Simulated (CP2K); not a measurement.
The C K edge of 4-methylpyridine was computed by TDDFT (CP2K XAS_TDP, aug-cc-pVDZ, TDA) at these levels: PBEh(45%), PBEh(45%) + GW2X and PBEh(60%). The first three lines of C1 (bonded to C and 3 H) with a strength over 0.0015, energy in eV and strength:

```
run           first          second           third
  1  288.27 (0.006)  288.67 (0.010)  289.10 (0.029)
  2  283.94 (0.006)  284.17 (0.005)  284.76 (0.016)
  3  290.28 (0.006)  290.50 (0.005)  291.09 (0.015)
```

Question: Which run is which?

Run 1: PBEh(60%) (60 % exact exchange). Run 2: PBEh(45%) (45 % exact exchange). Run 3: PBEh(45%) + GW2X (45 % exact exchange). Self-interaction lifts the core level, so the uncorrected lines rise with the share of exact exchange. The GW2X run keeps the spacings of its parent: 0.22 eV between the first two lines in run 3, 0.23 eV in run 2. Its shift is +6.34 eV, since the Kohn–Sham level at this share of exchange lies that far above the quasiparticle level.

[Banner, clock and machine lines of the logs are left out without a mark of their own.]

[Logs are printed without paths, hosts, clocks, repeated set-up lines and the standing remarks that a program may print on its own settings, such as how far it seeks lower states.]

[Hosts, paths, dates, database ids (printed as entryN), source tags and the programs' standing remarks are cut or masked in the printed files.]
